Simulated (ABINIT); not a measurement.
# CdSiS3 (Pm-3m): zone-centre phonons, part 2 of 4

Aim: the zone-centre modes of CdSiS3 (Pm-3m).

ABINIT 10.8.3; DFT PBEsol, scalar-relativistic, plane waves, PseudoDojo norm-conserving pseudopotentials.

So far. Step 4 (Relaxation): The volume changes by -0.4 % in this run and stands +8.3 % from the first cell. The relaxed cell has a = 4.508 Å (conventional setting).

The structure was built from a prototype and need not be the compound's stable phase.

## (6) Linear response at Γ

At q = 0 one unit cell holds all displacements. The response is solved for single atoms along the cell's directions, and symmetry skips those that follow from others. The crystal is treated as a metal, which screens a static field, so no field response is asked.

Contents of dfpt_gamma.abi:

```

# common to the responses
getwfk_filepath "gso_WFK"
kptopt 2
nqpt 1
qpt 0.0 0.0 0.0
asr 0
chneut 0

# displacements
rfphon 1
rfatpol 1 5
rfdir 1 1 1
tolvrs 1.0d-10
prtwf 0

# basis, mesh and filling
ecut 47.0
ngkpt 6 6 6
nshiftk 1
shiftk 0.0 0.0 0.0
istwfk *1
occopt 7
tsmear 0.01
nband 30
nstep 100
diemac 1000000.0
prtebands 0
prtgsr 0
useylm 1

# cell and atoms
acell 8.519802814 8.519802814 8.519802814
rprim 
    1.0 0.0 0.0
    0.0 1.0 0.0
    0.0 0.0 1.0
ntypat 3
znucl 48 14 16
natom 5
typat 1 2 3 3 3
xred 
    0.0 0.0 0.0
    0.5 0.5 0.5
    0.5 0.5 0.0
    0.5 0.0 0.5
    0.0 0.5 0.5
pp_dirpath "./pseudo"
pseudos "Cd.upf, Si.upf, S.upf"
```

Launch:

```
OMP_NUM_THREADS=1 mpirun -n 4 abinit dfpt_gamma.abi > dfpt_gamma.log
```

Numbers of over 12 decimals in the logs are rounded to 6 here.

dfpt_gamma.abo, the main output file:

```text
[banners, grids, parts of the stress and lines that vanish by symmetry left out]
- input  file    -> dfpt_gamma.abi
- output file    -> dfpt_gamma.abo
- root for input  files -> dfpt_gammai
- root for output files -> dfpt_gammao

 Symmetries : space group Pm -3 m (#221); Bravais cP (primitive cubic)
================================================================================
 Values of the parameters that define the memory need of the present run (RF).
     intxc =       0      iscf =       7    lmnmax =      18     lnmax =       6
     mgfft =      54  mpssoang =       3    mqgrid =    3001     natom =       5
  nloc_mem =       1    nspden =       1   nspinor =       1    nsppol =       1
      nsym =      48    n1xccc =    2501    ntypat =       3    occopt =       7
   xclevel =       2
-    mband =          30        mffmem =           1         mkmem =          28
-   mkqmem =          28        mk1mem =          28           mpw =        9570
      nfft =      157464          nkpt =         112
- my_mband =          30
================================================================================
================================================================================

--------------------------------------------------------------------------------
------------- Echo of variables that govern the present computation ------------
--------------------------------------------------------------------------------
-
- outvars: echo of selected default values
-   iomode0 =  0 , fftalg0 =312 , wfoptalg0 =  0
-
- outvars: echo of global parameters not present in the input file
-  max_nthreads =    1
-
 -outvars: echo values of preprocessed input variables
 [... echo left out ...]
================================================================================

 chkinp: Checking input parameters for consistency.

[...]
== DATASET  1 ==================================================================
-   mpi_nproc: 4, omp_nthreads: 1 (-1 if OMP is not activated)

--- !DatasetInfo
iteration_state: {dtset: 1, }
dimensions: {natom: 5, nkpt: 112, mband: 30, nsppol: 1, nspinor: 1, nspden: 1, mpw: 9570, }
cutoff_energies: {ecut:  47.0, pawecutdg:  -1.0, }
electrons: {nelect:   4.20000000E+01, charge:   0.00000000E+00, occopt:   7.00000000E+00, tsmear:   1.00000000E-02, }
meta: {optdriver: 1, rfphon: 1, }
...

 mkfilename: getwfk from: gso_WFK

 Real(R)+Recip(G) space primitive vectors, cartesian coordinates (Bohr,Bohr^-1):
 R(1)=  8.5198028  0.0000000  0.0000000  G(1)=  0.1173736  0.0000000  0.0000000
 R(2)=  0.0000000  8.5198028  0.0000000  G(2)=  0.0000000  0.1173736  0.0000000
 R(3)=  0.0000000  0.0000000  8.5198028  G(3)=  0.0000000  0.0000000  0.1173736
 Unit cell volume ucvol=  6.1842727E+02 bohr^3
 Angles (23,13,12)=  9.00000000E+01  9.00000000E+01  9.00000000E+01 degrees
 setup1 : take into account q-point for computing boxcut.

 getcut: wavevector=  0.0000  0.0000  0.0000  ngfft=  54  54  54
         ecut(hartree)=     47.000   => boxcut(ratio)=   2.05376

--- Pseudopotential description ------------------------------------------------
- pspini: atom type   1  psp file is ./pseudo/Cd.upf

- pspini: atom type   2  psp file is ./pseudo/Si.upf

- pspini: atom type   3  psp file is ./pseudo/S.upf

   2.40606226E+03                                ecore*ucvol(ha*bohr**3)
--------------------------------------------------------------------------------

 ==>  initialize data related to q vector <==

 The list of irreducible perturbations for this q vector is:
    1)    idir= 1    ipert=   1
    2)    idir= 1    ipert=   2
    3)    idir= 1    ipert=   3
    4)    idir= 3    ipert=   3

[...]
The perturbation idir=   2  ipert=   1 is
 symmetric of a previously calculated perturbation.
 So, its SCF calculation is not needed.

 The perturbation idir=   3  ipert=   1 is
 symmetric of a previously calculated perturbation.
 So, its SCF calculation is not needed.

 The perturbation idir=   2  ipert=   2 is
 symmetric of a previously calculated perturbation.
 So, its SCF calculation is not needed.

 The perturbation idir=   3  ipert=   2 is
 symmetric of a previously calculated perturbation.
 So, its SCF calculation is not needed.

[...]
The perturbation idir=   2  ipert=   5 is
 symmetric of a previously calculated perturbation.
 So, its SCF calculation is not needed.

 The perturbation idir=   3  ipert=   5 is
 symmetric of a previously calculated perturbation.
 So, its SCF calculation is not needed.

--------------------------------------------------------------------------------
 Perturbation wavevector (in red.coord.)   0.000000  0.000000  0.000000
 Perturbation : displacement of atom   1   along direction   1
 Found     8 symmetries that leave the perturbation invariant.

[...]
dfpt_looppert : total number of electrons, from k and k+q
  fully or partially occupied states are    4.200000E+01 and    4.200000E+01.
 Initialisation of the first-order wave-functions :
  ireadwf=   0

--- !BeginCycle
iteration_state: {dtset: 1, }
solver: {iscf: 7, nstep: 100, nline: 4, wfoptalg: 0, }
tolerances: {tolvrs: 1.00E-10, }
...

     iter   2DEtotal(Ha)        deltaE(Ha) residm    vres2
-ETOT  1   12.497101806119     -2.731E+04 2.224E+02 8.946E+02
 ETOT  2 -0.443760     -1.294E+01 6.410E-01 3.540E+02
 ETOT  3 -0.564399     -1.206E-01 3.902E-02 3.486E+01
 ETOT  4 -0.570198     -5.799E-03 2.575E-02 9.995E-01
 ETOT  5 -0.570726     -5.280E-04 2.231E-03 7.114E-02
[...]
At SCF step   12       vres2   =  3.81E-11 < tolvrs=  1.00E-10 =>converged.
[...]
Mean square residual over all n,k,spin=   22.721E-08; max=  21.221E-05

 Thirteen components of 2nd-order total energy (hartree) are
 1,2,3: 0th-order hamiltonian combined with 1st-order wavefunctions
     kin0=   2.48755646E+04 eigvalue=   1.56028765E+03  local=  -1.63378768E+04
 4,5,6: 1st-order hamiltonian combined with 1st and 0th-order wfs
 loc psp =  -2.34711220E+04  Hartree=   6.89990943E+03     xc=  -9.63155833E+02
 note that "loc psp" includes a xc core correction that could be resolved
 7,8,9: eventually, occupation + non-local contributions
    edocc=   1.29967948E+02     enl0=   1.11534240E+04   enl1=  -3.11651199E+04
 1-9 gives the relaxation energy (to be shifted if some occ is /=2.0)
   erelax=  -2.73181210E+04
 10,11,12 Non-relaxation  contributions : frozen-wavefunctions and Ewald
 fr.local=   1.17370315E+04 fr.nonlo=   1.55945417E+04  Ewald=   2.16327506E+02
 13,14 Frozen wf xc core corrections (1) and (2)
 frxc 1  =  -1.47585178E+03  frxc 2 =   1.24550131E+03
 Resulting in :
 2DEtotal=   -0.5707360366E+00 Ha. Also 2DEtotal=   -0.155305187373E+02 eV
    (2DErelax=   -2.7318120988E+04 Ha. 2DEnonrelax=    2.7317550252E+04 Ha)
    (  non-var. 2DEtotal :   -5.7073192020E-01 Ha)

[...]
Perturbation wavevector (in red.coord.)   0.000000  0.000000  0.000000
 Perturbation : displacement of atom   2   along direction   1
 Found     8 symmetries that leave the perturbation invariant.

[...]
dfpt_looppert : total number of electrons, from k and k+q
  fully or partially occupied states are    4.200000E+01 and    4.200000E+01.
 Initialisation of the first-order wave-functions :
  ireadwf=   0

--- !BeginCycle
iteration_state: {dtset: 1, }
solver: {iscf: 7, nstep: 100, nline: 4, wfoptalg: 0, }
tolerances: {tolvrs: 1.00E-10, }
...

     iter   2DEtotal(Ha)        deltaE(Ha) residm    vres2
-ETOT  1   4.166420     -1.197E+02 2.604E+00 7.697E+03
[...]
At SCF step   12       vres2   =  1.60E-12 < tolvrs=  1.00E-10 =>converged.
[...]
Mean square residual over all n,k,spin=   19.483E-08; max=  11.371E-05

 Thirteen components of 2nd-order total energy (hartree) are
 1,2,3: 0th-order hamiltonian combined with 1st-order wavefunctions
     kin0=   9.92508579E+01 eigvalue=  -1.80766176E+00  local=  -5.55290866E+01
 4,5,6: 1st-order hamiltonian combined with 1st and 0th-order wfs
 loc psp =  -8.49161434E+01  Hartree=   3.14799041E+01     xc=  -7.72168956E+00
 note that "loc psp" includes a xc core correction that could be resolved
 7,8,9: eventually, occupation + non-local contributions
    edocc=   1.01918475E+01     enl0=   4.53372563E+01   enl1=  -1.57486712E+02
 1-9 gives the relaxation energy (to be shifted if some occ is /=2.0)
   erelax=  -1.21201428E+02
 10,11,12 Non-relaxation  contributions : frozen-wavefunctions and Ewald
 fr.local=  -3.85731932E+01 fr.nonlo=   9.05488743E+01  Ewald=   7.47313201E+01
 13,14 Frozen wf xc core corrections (1) and (2)
 frxc 1  =  -9.83587328E+00  frxc 2 =   6.94666201E+00
 Resulting in :
 2DEtotal=    0.2616362006E+01 Ha. Also 2DEtotal=    0.711948371051E+02 eV
    (2DErelax=   -1.2120142793E+02 Ha. 2DEnonrelax=    1.2381778993E+02 Ha)
    (  non-var. 2DEtotal :    2.6163620297E+00 Ha)

[...]
Perturbation wavevector (in red.coord.)   0.000000  0.000000  0.000000
 Perturbation : displacement of atom   3   along direction   1
 Found     4 symmetries that leave the perturbation invariant.

[...]
dfpt_looppert : total number of electrons, from k and k+q
  fully or partially occupied states are    4.200000E+01 and    4.200000E+01.
 Initialisation of the first-order wave-functions :
  ireadwf=   0

--- !BeginCycle
iteration_state: {dtset: 1, }
solver: {iscf: 7, nstep: 100, nline: 4, wfoptalg: 0, }
tolerances: {tolvrs: 1.00E-10, }
...

     iter   2DEtotal(Ha)        deltaE(Ha) residm    vres2
-ETOT  1 -0.169912     -5.186E+02 9.795E+00 1.345E+03
[...]
At SCF step   13       vres2   =  5.85E-12 < tolvrs=  1.00E-10 =>converged.
[...]
Mean square residual over all n,k,spin=   18.513E-07; max=  24.258E-04

 Thirteen components of 2nd-order total energy (hartree) are
 1,2,3: 0th-order hamiltonian combined with 1st-order wavefunctions
     kin0=   4.52061238E+02 eigvalue=  -1.60109990E+01  local=  -3.14363424E+02
 4,5,6: 1st-order hamiltonian combined with 1st and 0th-order wfs
 loc psp =  -3.88514179E+02  Hartree=   1.41668367E+02     xc=  -4.01890462E+01
 note that "loc psp" includes a xc core correction that could be resolved
 7,8,9: eventually, occupation + non-local contributions
    edocc=   2.88937120E+01     enl0=   2.67778465E+02   enl1=  -6.51162449E+02
 1-9 gives the relaxation energy (to be shifted if some occ is /=2.0)
   erelax=  -5.19838314E+02
 10,11,12 Non-relaxation  contributions : frozen-wavefunctions and Ewald
 fr.local=   9.28963637E+01 fr.nonlo=   3.31392143E+02  Ewald=   1.06556329E+02
 13,14 Frozen wf xc core corrections (1) and (2)
 frxc 1  =  -6.21811359E+01  frxc 2 =   4.97663714E+01
 Resulting in :
 2DEtotal=   -0.1408242524E+01 Ha. Also 2DEtotal=   -0.383202312470E+02 eV
    (2DErelax=   -5.1983831398E+02 Ha. 2DEnonrelax=    5.1843007146E+02 Ha)
    (  non-var. 2DEtotal :   -1.4082427008E+00 Ha)

[...]
Perturbation wavevector (in red.coord.)   0.000000  0.000000  0.000000
 Perturbation : displacement of atom   3   along direction   3
 Found     8 symmetries that leave the perturbation invariant.

--------------------------------------------------------------------------------

--------------------------------------------------------------------------------

 dfpt_looppert : total number of electrons, from k and k+q
  fully or partially occupied states are    4.200000E+01 and    4.200000E+01.
 Initialisation of the first-order wave-functions :
  ireadwf=   0

--- !BeginCycle
iteration_state: {dtset: 1, }
solver: {iscf: 7, nstep: 100, nline: 4, wfoptalg: 0, }
tolerances: {tolvrs: 1.00E-10, }
...

     iter   2DEtotal(Ha)        deltaE(Ha) residm    vres2
-ETOT  1   11.944028478004     -5.247E+02 5.874E+00 1.310E+04
[...]
ETOT 11   9.021113     -1.307E-11 8.842E-03 4.634E-10
 ETOT 12   9.021113     -8.868E-12 3.383E-04 1.711E-11

 At SCF step   12       vres2   =  1.71E-11 < tolvrs=  1.00E-10 =>converged.
[...]
Mean square residual over all n,k,spin=   32.032E-08; max=  33.826E-05

 Thirteen components of 2nd-order total energy (hartree) are
 1,2,3: 0th-order hamiltonian combined with 1st-order wavefunctions
     kin0=   4.33129429E+02 eigvalue=  -7.14900905E+00  local=  -2.87500884E+02
 4,5,6: 1st-order hamiltonian combined with 1st and 0th-order wfs
 loc psp =  -4.00854269E+02  Hartree=   1.54383179E+02     xc=  -3.84068243E+01
 note that "loc psp" includes a xc core correction that could be resolved
 7,8,9: eventually, occupation + non-local contributions
    edocc=   4.48436129E+01     enl0=   2.28297739E+02   enl1=  -6.54340217E+02
 1-9 gives the relaxation energy (to be shifted if some occ is /=2.0)
   erelax=  -5.27597243E+02
 10,11,12 Non-relaxation  contributions : frozen-wavefunctions and Ewald
 fr.local=   1.12067322E+02 fr.nonlo=   3.31789630E+02  Ewald=   1.05478759E+02
 13,14 Frozen wf xc core corrections (1) and (2)
 frxc 1  =  -6.20818829E+01  frxc 2 =   4.93645281E+01
 Resulting in :
 2DEtotal=    0.9021112782E+01 Ha. Also 2DEtotal=    0.245476984287E+03 eV
    (2DErelax=   -5.2759724342E+02 Ha. 2DEnonrelax=    5.3661835621E+02 Ha)
    (  non-var. 2DEtotal :    9.0211129816E+00 Ha)

[...]
---- first-order wavefunction calculations are completed ----

 ==> Compute Derivative Database <==

 [... matrices left out ...]
  Phonon wavevector (reduced coordinates) :  0.00000  0.00000  0.00000
 Phonon energies in Hartree :
  -8.445941E-04 -8.445941E-04 -8.445941E-04 -5.041186E-04 -5.041186E-04
  -5.041186E-04 -7.369325E-05 -7.369325E-05 -7.369325E-05  1.853823E-05
   1.853823E-05  1.853824E-05  1.760847E-03  1.760847E-03  1.760847E-03
 Phonon frequencies in cm-1    :
- -1.853670E+02 -1.853670E+02 -1.853670E+02 -1.106412E+02 -1.106412E+02
- -1.106412E+02 -1.617380E+01 -1.617380E+01 -1.617380E+01  4.068672E+00
-  4.068672E+00  4.068672E+00  3.864612E+02  3.864612E+02  3.864612E+02

== END DATASET(S) ==============================================================
================================================================================

 -outvars: echo values of variables after computation
            acell      8.5198028140E+00  8.5198028140E+00  8.5198028140E+00 Bohr
           etotal      9.0211127823E+00
            fcart      0.0000000000E+00  0.0000000000E+00  0.0000000000E+00
           strten      0.0000000000E+00  0.0000000000E+00  0.0000000000E+00
================================================================================
```

Run time: 11 min. Hardware: 4 MPI ranks of Arm Neoverse V1, shared host.

Read from the output:

```
largest acoustic frequency at the zone centre before the sum rule : 4.07 cm⁻¹
highest optical zone-centre mode (no LO-TO term)                  : 386.5 cm⁻¹
lowest optical zone-centre mode                                   : -185.4 cm⁻¹
```

The acoustic modes at Γ come out as far as 4.1 cm⁻¹ from zero, where they should vanish, a small numerical error. The lowest optical mode is imaginary, 185i cm⁻¹, an instability at this level and on this k mesh.

[end of part 2 of 4]

[Host names and launcher messages were left out of these logs when they were recorded.]

[Logs are printed without paths, hosts, clocks, repeated set-up lines and the standing remarks that a program may print on its own settings, such as how far it seeks lower states.]

[Hosts, paths, dates, database ids (printed as entryN), source tags and the programs' standing remarks are cut or masked in the printed files.]
